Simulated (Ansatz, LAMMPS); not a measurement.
**Structural relaxation of aqueous Cs+ and SO4 2-, 1.9 mol of salt per kg of water, from a frame at 330 K (94 atoms)**

Aim: bring aqueous Cs+ and SO4 2-, 1.9 mol of salt per kg of water, from a frame at 330 K (94 atoms) to a nearby minimum of the energy and see what moves.

Main program and level: Ansatz 0.2.0; Kohn-Sham DFT, PBE+D4, PAW (set soft_2), plane waves.

### 1. Starting point

The cell holds 94 atoms: 33 O, 1 S, 58 H and 2 Cs. Cell: a = 9.892 Å, b = 9.892 Å, c = 9.892 Å, α = 90.0°, β = 90.0°, γ = 90.0°. 29 H2O, 2 Cs+, 1 SO4 2- placed at random, at 1.52 g/cm³; overlaps pushed apart, then 10 ps at 420 K with Joung-Cheatham ions (J. Phys. Chem. B 112, 9020 (2008)); MMFF94 bonds, angles, torsions, charges and radii (Halgren, J. Comput. Chem. 17, 490 (1996)) in harmonic and 12-6 forms; SPC/E water (Berendsen, Grigera and Straatsma, J. Phys. Chem. 91, 6269 (1987)). Snapshot after 20 ps at 330 K and fixed volume.

Before any run, some limits are plain. The network of contacts between molecules at the start is that of the classical potential that made the cell. The concentration wasn't checked against solubility and may exceed it. The density was typed from a rule of thumb and may lie off the real one at this temperature. The Brillouin zone is sampled at Γ only, in a cell whose shortest periodic width is 10 Å. The levels lack spin–orbit coupling, which is large for the heavy elements here.

### 2. How the cell was made

A classical potential makes the cell, at a small fraction of what the same run would cost in DFT.

This step: classical MD, Joung-Cheatham ions (J. Phys. Chem. B 112, 9020 (2008)); MMFF94 bonds, angles, torsions, charges and radii (Halgren, J. Comput. Chem. 17, 490 (1996)) in harmonic and 12-6 forms; SPC/E water (Berendsen, Grigera and Straatsma, J. Phys. Chem. 91, 6269 (1987)) (LAMMPS 22 Jul 2025 - Update 4).

Input file in.lmp:

```
# aqueous Cs+ and SO4 2-, 1.9 mol of salt per kg of water
units real
atom_style full
boundary p p p
bond_style harmonic
angle_style harmonic
dihedral_style opls
improper_style harmonic
special_bonds lj 0 0 0.5 coul 0 0 0.75
read_data data.lmp
neigh_modify delay 0 every 1 check yes one 4000
comm_modify cutoff 12.0
timestep 0.5
thermo_style custom step time temp pe press density
thermo_modify norm yes
# push overlapping molecules apart
pair_style soft 2.6
pair_coeff * * 0.0
variable a equal ramp(1,60)
fix ad all adapt 1 pair soft a * * v_a
velocity all create 420 873267 mom yes dist gaussian
fix lim all nve/limit 0.03
fix lan all langevin 420 420 50 873268 zero yes
thermo 1000
run 3000 post no
unfix ad
pair_style lj/cut/coul/long 8.9
pair_modify mix arithmetic tail yes
pair_coeff 1 1 0.0763 3.0960   # O
pair_coeff 2 2 0.2681 3.4180   # S
pair_coeff 3 3 0.1553 3.1660   # O
pair_coeff 4 4 0.0000 1.0000   # H
pair_coeff 5 5 0.0899 3.6010   # Cs
kspace_style pppm 1.0e-4
# [... 18 lines left out ...]
compute msd all msd com yes
thermo 5000
fix md all nvt temp 330 330 100
run 20000 post no
print "== T330: mean square displacement over the hold $(c_msd[4]:%.2f) A^2"
unfix md
uncompute msd
write_dump all custom T330.dump id type xs ys zs modify sort id
```

The run is started by

```bash
$ lmp -in in.lmp -log none -nocite
```

Numbers of over 12 decimals in the logs are rounded to 6 here.

Output:

```text
LAMMPS (22 Jul 2025 - Update 4)
Reading data file ...
  orthogonal box = (0 0 0) to (9.89209 9.89209 9.89209)
  94 atoms
  orthogonal box = (0 0 0) to (9.89209 9.89209 9.89209)
  62 bonds
  35 angles
   Step          Time           Temp          PotEng         Press         Density
         0   0              420            0.51500323     3683.1007      1.5169997
      1000   500            405.09865      1.2674908      20476.69       1.5169997
      2000   1000           362.55779      1.0939285      32136.98       1.5169997
      3000   1500           396.28304      0.99627551     43472.018      1.5169997
Loop time of 0.120758 s on 1 MPI rank(s) for 3000 steps with 94 atoms
PPPM initialization ...
  G vector (1/distance) = 0.32664838
  grid = 8 8 8
  estimated relative force accuracy = 2.6211035e-05
   Step          Time           Temp          PotEng         Press         Density
      3000   1500           396.28304     -1.2229395      44768.736      1.5169997
      3100   1550           396.28304     -8.2500789     -3761.5314      1.5169997
      3200   1600           396.28304     -8.4993887     -2304.0046      1.5169997
      3268   1634           396.28304     -8.521995      -344.89621      1.5169997
Loop time of 0.221791 s on 1 MPI rank(s) for 268 steps with 94 atoms
Minimization stats:
  Stopping criterion = energy tolerance
  Energy initial, next-to-last, final =
     -1.22293947697506  -8.52193844109478    -8.521994980854
  Force two-norm initial, final = 581.70988 3.6607298
  Iterations, force evaluations = 268 530
   Step          Time           Temp          PotEng         Press         Density
         0   0              420           -8.521995      -34.408093      1.5169997
      1000   500            372.15765     -7.5086951     -2930.5736      1.5169997
      2000   1000           392.20334     -7.5222888      2496.533       1.5169997
Loop time of 0.626271 s on 1 MPI rank(s) for 2000 steps with 94 atoms
   Step          Time           Temp          PotEng         Press         Density
      2000   1000           569.92048     -8.0401239      3354.6015      1.5169997
[... 5 lines left out ...]
Loop time of 3.52759 s on 1 MPI rank(s) for 10000 steps with 94 atoms
   Step          Time           Temp          PotEng         Press         Density
[... 4 lines left out ...]
Loop time of 1.73715 s on 1 MPI rank(s) for 5000 steps with 94 atoms
   Step          Time           Temp          PotEng         Press         Density
[... 2 lines left out ...]
     25000   24000          372.31086     -7.7539966      7573.2153      1.5169997
     30000   29000          340.25042     -7.8244916      1318.0936      1.5169997
     35000   34000          258.64828     -7.7178262     -6531.6113      1.5169997
     37000   36000          321.8439      -7.7728145     -3796.8741      1.5169997
Loop time of 6.93458 s on 1 MPI rank(s) for 20000 steps with 94 atoms
== T330: mean square displacement over the hold 29.48 A^2
```

Run time: 13 s. Hardware: 1 thread of Arm Neoverse V2, shared host; peak memory 0.12 GiB.

The input also reads data.lmp (atoms, bonds and types; not printed here).

### 3. Single point at the start

A single point comes first, to see the forces before anything moves.

Input file input.yaml:

```yaml
crystal:
  lattice:
    - [9.89209, 0.0, 0.0]
    - [0.0, 9.89209, 0.0]
    - [0.0, 0.0, 9.89209]
  atoms:
    - { symbol: O, position: [0.53645, 0.38064, 0.20999] }
    - { symbol: S, position: [0.50158, 0.40515, 0.34903] }
    - { symbol: O, position: [0.35548, 0.42921, 0.35557] }
    - { symbol: O, position: [0.52873, 0.2986, 0.44768] }
    - { symbol: O, position: [0.56569, 0.52713, 0.39317] }
    - { symbol: O, position: [0.10092, 0.97226, 0.67089] }
    - { symbol: H, position: [0.10101, 0.00638, 0.76606] }
    - { symbol: H, position: [0.09472, 0.05043, 0.60709] }
    - { symbol: O, position: [0.30599, 0.59737, 0.84786] }
    - { symbol: H, position: [0.36027, 0.5298, 0.89989] }
    - { symbol: H, position: [0.35731, 0.62557, 0.76546] }
    - { symbol: O, position: [0.26156, 0.96268, 0.12443] }
    - { symbol: H, position: [0.29723, 0.00283, 0.21008] }
    - { symbol: H, position: [0.30246, 0.8713, 0.11045] }
    - { symbol: O, position: [0.36406, 0.10645, 0.35733] }
    - { symbol: H, position: [0.27738, 0.15353, 0.3352] }
    - { symbol: H, position: [0.43411, 0.17487, 0.38242] }
    - { symbol: O, position: [0.74804, 0.1889, 0.86756] }
    - { symbol: H, position: [0.8265, 0.20868, 0.80697] }
    - { symbol: H, position: [0.66512, 0.23374, 0.83104] }
    - { symbol: O, position: [0.99304, 0.72504, 0.32185] }
    - { symbol: H, position: [0.94413, 0.65117, 0.37052] }
    - { symbol: H, position: [0.95782, 0.81469, 0.35255] }
    - { symbol: O, position: [0.41844, 0.10716, 0.92554] }
    - { symbol: H, position: [0.36402, 0.07419, 0.0041] }
    - { symbol: H, position: [0.38015, 0.06956, 0.83987] }
    - { symbol: O, position: [0.88899, 0.51652, 0.92055] }
    - { symbol: H, position: [0.94969, 0.58028, 0.97025] }
    - { symbol: H, position: [0.80015, 0.51038, 0.9684] }
    - { symbol: O, position: [0.55513, 0.30988, 0.70787] }
    - { symbol: H, position: [0.474, 0.36314, 0.73616] }
    - { symbol: H, position: [0.56029, 0.3074, 0.60694] }
    - { symbol: O, position: [0.61311, 0.76712, 0.31931] }
    - { symbol: H, position: [0.5261, 0.8131, 0.29617] }
    - { symbol: H, position: [0.59364, 0.67678, 0.36027] }
    - { symbol: O, position: [0.10969, 0.0357, 0.91619] }
    - { symbol: H, position: [0.09369, 0.1355, 0.91419] }
    - { symbol: H, position: [0.17713, 0.01383, 0.98825] }
    - { symbol: O, position: [0.1473, 0.26418, 0.26204] }
    - { symbol: H, position: [0.21858, 0.31481, 0.31279] }
    - { symbol: H, position: [0.14644, 0.2947, 0.16568] }
    - { symbol: O, position: [0.79138, 0.68599, 0.70493] }
    - { symbol: H, position: [0.8906, 0.6679, 0.71187] }
    - { symbol: H, position: [0.74087, 0.61881, 0.76109] }
    - { symbol: O, position: [0.4129, 0.75104, 0.03672] }
    - { symbol: H, position: [0.39173, 0.7015, 0.12226] }
    - { symbol: H, position: [0.35413, 0.71623, 0.9622] }
    - { symbol: O, position: [0.40567, 0.3902, 0.99119] }
    - { symbol: H, position: [0.44058, 0.30397, 0.95165] }
    - { symbol: H, position: [0.44808, 0.40537, 0.08169] }
    - { symbol: O, position: [0.72255, 0.14304, 0.12965] }
    - { symbol: H, position: [0.7487, 0.16727, 0.03505] }
    - { symbol: H, position: [0.66272, 0.21516, 0.16758] }
    - { symbol: O, position: [0.82952, 0.96984, 0.31257] }
    - { symbol: H, position: [0.79109, 0.03523, 0.24574] }
    - { symbol: H, position: [0.76694, 0.89105, 0.32243] }
    - { symbol: O, position: [0.07829, 0.67668, 0.69278] }
    - { symbol: H, position: [0.06867, 0.7761, 0.67719] }
    - { symbol: H, position: [0.16815, 0.65775, 0.73505] }
    - { symbol: O, position: [0.18764, 0.41468, 0.57575] }
    - { symbol: H, position: [0.25029, 0.44085, 0.50085] }
    - { symbol: H, position: [0.11977, 0.48821, 0.59015] }
    - { symbol: O, position: [0.99502, 0.73836, 0.03435] }
    - { symbol: H, position: [0.00727, 0.71129, 0.13098] }
    - { symbol: H, position: [0.01752, 0.83634, 0.0237] }
    - { symbol: O, position: [0.1437, 0.30936, 0.96406] }
    - { symbol: H, position: [0.0962, 0.38339, 0.91424] }
    - { symbol: H, position: [0.24354, 0.32464, 0.95995] }
    - { symbol: O, position: [0.27782, 0.66006, 0.26167] }
    - { symbol: H, position: [0.32541, 0.58116, 0.30326] }
    - { symbol: H, position: [0.18018, 0.65811, 0.28778] }
    - { symbol: O, position: [0.94736, 0.35965, 0.71749] }
    - { symbol: H, position: [0.04576, 0.37643, 0.70151] }
    - { symbol: H, position: [0.91586, 0.41566, 0.79553] }
    - { symbol: O, position: [0.64958, 0.91087, 0.62395] }
    - { symbol: H, position: [0.55277, 0.88206, 0.6279] }
    - { symbol: H, position: [0.70922, 0.82943, 0.62936] }
    - { symbol: O, position: [0.3369, 0.91256, 0.54599] }
    [... 10 atom lines left out ...]
    - { symbol: H, position: [0.47565, 0.58649, 0.55889] }
    - { symbol: O, position: [0.07772, 0.17883, 0.50006] }
    - { symbol: H, position: [0.11641, 0.26994, 0.52061] }
    - { symbol: H, position: [0.06975, 0.16742, 0.39994] }
    - { symbol: Cs, position: [0.78974, 0.2129, 0.49644] }
    - { symbol: Cs, position: [0.66384, 0.88905, 0.94939] }
kpoints:
  mp_grid: { grid: [1, 1, 1] }
hamiltonian:
  xc: pbe
  dispersion: d4
scf:
  occupations: { method: fermi_dirac, width: 0.025 }
output:
  forces: true
  stress: true
  populations: true
  dos:
    method: { smearing: { sigma: 0.1 } }
    de: 0.1
    projected: { site_lists: { Cs: [Cs], H: [H], O: [O], S: [S] } }
  eigenvalues: true
```

The run is started by

```bash
$ ansatz run input.yaml --threads 4 --pin off --max-ram 8192MiB --backend cpu --events-out ev --progress --plain --runs-dir out
```

Output:

```text
Engine: ansatz 0.2.0, aarch64-unknown-linux-gnu
Pseudopotentials: kind: paw
Pseudopotential: O, paw, valence charge 6, recommended cutoff 420 eV (normal), O.paw.azcp
Pseudopotential: S, paw, valence charge 6, recommended cutoff 420 eV (normal), S.paw.azcp
Pseudopotential: H, paw, valence charge 1, recommended cutoff 420 eV (normal), H.paw.azcp
Pseudopotential: Cs, paw, valence charge 9, recommended cutoff 420 eV (normal), Cs.paw.azcp
Functional definition: PBE
  parameter kappa = 0.804
  parameter beta = 0.066725
  exchange = pbe_x(kappa = kappa, mu = beta*pi^2/3)
  correlation = pbe_c(beta = beta)
Crystal: 94 atoms, lattice volume = 967.975 Å³
Basis set: ecut = 420 eV, 18949 PW (Γ), exchange–correlation on 144×144×144 points (8 copies of the dense FFT grid, shifted against one another)
Bands: 234, of which v1, the nominal top of the filled ones, is band 140 counted from 1 (139 counted from 0)
Symmetry: 1 space group operations
Space group: P1 (ITA 1), of the structure as read, at distance tolerance 9.9e-5 Å
k-points: 1
Non-local potential: O, projectors of the file, l = 0: 2, l = 1: 2, l = 2: 1
Non-local potential: S, projectors of the file, l = 0: 2, l = 1: 2, l = 2: 2
Non-local potential: H, projectors of the file, l = 0: 2, l = 1: 1
Non-local potential: Cs, projectors of the file, l = 0: 3, l = 1: 2, l = 2: 2, l = 3: 2
PAW form: soft (Blöchl's): semilocal exchange-correlation on the pseudo side does not see the compensation charge
PAW one-centre angular grid: O, 110 points (default); XC on 64 Gauss nodes
PAW one-centre angular grid: S, 110 points (default); XC on 64 Gauss nodes
PAW one-centre angular grid: H, 110 points (default); XC on 64 Gauss nodes
PAW one-centre angular grid: Cs, 194 points (default); XC on 64 Gauss nodes
Initial density: superposition of atomic densities (neutral atoms: chi_scale 0, normalization atom), corrected by the library's trained network
Initial wavefunctions: pseudopotential atomic-orbital guess
Functional: x = pbe(κ = 0.804, μ = 0.219515), c = pbe(β = 0.066725)
SCF iter   1: F=—  HF=-31905.796685 eV  |F-HF|=—  |Δ(HF+E_count)|=         —  Δρ=3.13e-3  dr2=8.90e-2  ethr=1.77e-3  ⟨swp⟩=6.0  Hψ=1104  notcnv=0  defer=51
preconditioner: auto → Resta (q_TF=auto, 2.219 Å⁻¹)  ε∞=2.3  [insulator: Δε(μ)=4.322 eV  Ē_g=17.446 eV  σ=0.025 eV  W_gap=1.00  n_scr=178 (ndim 8)  ℏωp=19.9 eV  f_vac=0.236  D(μ)=0.00/eV (n_scr^D=0)  ε∞_Penn≈2.3]
SCF iter   2: F=—  HF=-31905.738368 eV  |F-HF|=—  |Δ(HF+E_count)|=   5.83e-2  Δρ=1.57e-3  dr2=1.93e-2  ethr=3.18e-5  ⟨swp⟩=2.0  Hψ=416  notcnv=0  defer=87
SCF iter   3: F=—  HF=-31905.729041 eV  |F-HF|=—  |Δ(HF+E_count)|=   9.33e-3  Δρ=6.20e-4  dr2=4.76e-3  ethr=6.88e-6  ⟨swp⟩=2.0  Hψ=294  notcnv=0  defer=87
SCF iter   4: F=—  HF=-31905.727959 eV  |F-HF|=—  |Δ(HF+E_count)|=   1.08e-3  Δρ=1.62e-4  dr2=3.68e-4  ethr=1.70e-6  ⟨swp⟩=2.0  Hψ=294  notcnv=0  defer=87
SCF iter   5: F=—  HF=-31905.728033 eV  |F-HF|=—  |Δ(HF+E_count)|=   7.47e-5  Δρ=8.32e-5  dr2=5.98e-5  ethr=1.31e-7  ⟨swp⟩=2.0  Hψ=286  notcnv=0  defer=87
SCF iter   6: F=—  HF=-31905.728953 eV  |F-HF|=—  |Δ(HF+E_count)|=   9.20e-4  Δρ=3.66e-5  dr2=1.06e-5  ethr=2.13e-8  ⟨swp⟩=2.0  Hψ=287  notcnv=0  defer=87
SCF iter   7: F=—  HF=-31905.728953 eV  |F-HF|=—  |Δ(HF+E_count)|=   7.22e-7  Δρ=1.10e-5  dr2=1.06e-6  ethr=3.80e-9  ⟨swp⟩=2.0  Hψ=287  notcnv=0  defer=87
SCF iter   8: F=—  HF=-31905.728953 eV  |F-HF|=—  |Δ(HF+E_count)|=   3.47e-7  Δρ=4.41e-6  dr2=1.71e-7  ethr=3.79e-10  ⟨swp⟩=3.0  Hψ=288  notcnv=0  defer=87
SCF iter   9: F=-31905.728953 eV  HF=-31905.728953 eV  |F-HF|=4.03e-9  |Δ(HF+E_count)|=   1.28e-8  Δρ=1.51e-6  dr2=1.89e-8  ethr=3.57e-11  ⟨swp⟩=15.0  Hψ=1657  notcnv=0
WARN: dispersion: an atom stands within reach of a switch of its C6 between two reference coordination numbers of its element: through that C6 alone, e_disp changes by 0.025 eV or more while the distances to its neighbours run over a stretch of 0.05 Å that contains this geometry (sites counted from 0 in the run's list of atoms or, [...]
SCF 1 converged in 9 iterations: F = -31905.728953 eV  dr2 = 1.89e-8
  greatest PAW one-centre occupation: 0.926 electrons in one spin orbital (limit 2), on the Cs atom at site 92 (counted from 0), in its partial waves of l = 0
SCF converged after 9 iterations
Free energy (F): -31905.728953 eV
Harris-Foulkes:  -31905.728953 eV  (|F-HF|=4.03e-9)
Internal energy: -31905.728953 eV  (E = F + TS)
E sigma→0 (E₀):  -31905.728953 eV
Fermi energy:    1.020514 eV
--- Per-component energies (eV) ---
  E_band       = -2423.487233
  E_kinetic    = 6990.040374
  E_local      = -21698.464160  (includes V_loc(G=0)·N_el)
  E_nonlocal   = 1772.929692
  E_hartree    = 7946.503374
  E_xc         = -3383.012385
  E_vxc        = -4094.533469  (∫ρ·V_xc dr)
  E_paw        = -16000.968235  (= ΣΔE_a)
  E_vpaw       = -1286.477825  (= ΣTr[D̂ρ^β])
  E_aug_tail   = 0.015439  (compensation charges beyond the density's cutoff)
  E_ewald      = -7529.054590
  E_disp       = -3.718463  (pairwise vdW)
  E_smearing   = -0.000000  (= −TS)
  E_closure    = -0.000000  (closes the sum)
  Σ components = -31905.728953   (vs F -31905.728953, Δ=0.00e0)
--- Forces (eV/Å), atoms counted from 1 ---
  atom   1  O      1.13138832    -2.11966485    -1.87102997
  atom   2  S     -2.86670347     0.25213702     1.45224287
  atom   3  O     -2.00984689    -0.14318598    -0.00606191
  atom   4  O      0.82065599    -1.64412006    -0.31519238
  atom   5  O      2.05449138     2.15671204     1.57386543
  atom   6  O     -0.11067726    -0.29824045    -0.71153962
  atom   7  H      0.23311280    -0.27515757    -0.07418002
  atom   8  H     -0.12815403    -0.20346806     0.24448554
  atom   9  O      0.24149778     0.35059473    -0.28424075
  atom  10  H     -0.31320540     0.03029068    -0.43703110
  atom  11  H      0.08715690    -0.39815188     0.14620162
  atom  12  O      0.33640049     0.31074541     0.54187522
  atom  13  H     -0.10220146    -0.42768264    -0.70153980
  atom  14  H      0.19047924     0.45231404     0.01308405
[...]
atom  93  Cs     0.61689565    -0.99892992     0.26533282
  atom  94  Cs     0.21377020    -0.15804262     0.02659096
  max |Σ_I F_I| component: 2.25e-5 eV/Å
--- Stress (GPa, compression-positive) ---
       -0.542058       0.259054       0.285452
        0.259053       0.184393       0.280757
        0.285452       0.280757       0.322687
  P = ⅓ Tr σ = -0.0117 GPa (-0.117 kbar)
--- Band table (eV) ---
  k-point 0: bands = ["-25.4597", "-21.4910", "-21.1305", "-20.6321", [... 218 levels ...], "11.3010", "11.4034", "11.4355", "11.5704", "11.5806", "11.5925", "11.7041", "11.7469", "11.7659", "11.7961", "11.9418", "11.9646"]
--- Löwdin populations: 94 sites ---
  site symbol       q [e]
     0      O      6.7336
     1      S      3.4497
     2      O      6.7744
[...]
93     Cs      8.1130
  spilling = 0.011444 (of n_electrons = 280.000000)
```

It took 8.9 s on 4 threads of Arm Neoverse V2, shared host; peak memory 1.1 GiB.

Reading the cycles: dr2 is the Hartree energy of the density residual (eV), the measure of convergence; HF is the Harris–Foulkes estimate of the energy, which meets the free energy F at convergence.

The program notes that the dispersion model switches parameters near this geometry.

Numbers from this run:

| Quantity | Value |
| --- | --- |
| free energy | -31905.7290 eV |
| free energy per atom | -339.4226 eV/atom |
| SCF cycles | 9 |
| pressure | -0.01166 GPa |
| r.m.s. force component | 0.6462 eV/Å |
| longest force | 3.369 eV/Å |
| Fermi energy | 1.021 eV |
| gap (highest filled to lowest empty level) | 4.241 eV |
| spilling of the projection | 0.01144 |

The r.m.s. force component of 0.65 eV/Å and the pressure of -0.012 GPa set the starting point.

Length of the force by element:

```csv
element,coordination,atoms,mean length of the force (eV/Å),spread,least,most
Cs,all,2,0.735,0.468,0.267,1.20
H,all,58,0.977,0.323,0.321,1.55
O,all,33,0.946,0.673,0.222,3.37
S,all,1,3.22,0,3.22,3.22
```

(Part 1 of 3 ends here.)

[Logs are printed without paths, hosts, clocks, repeated set-up lines and the standing remarks that a program may print on its own settings, such as how far it seeks lower states.]

[Hosts, paths, dates, database ids (printed as entryN), source tags and the programs' standing remarks are cut or masked in the printed files.]

[The MMFF94 radii named for the starting cell were scaled by 0.96; in molecules described by MMFF94, hydrogen bound to N, O or S took a small fixed 12-6 site in their place.]
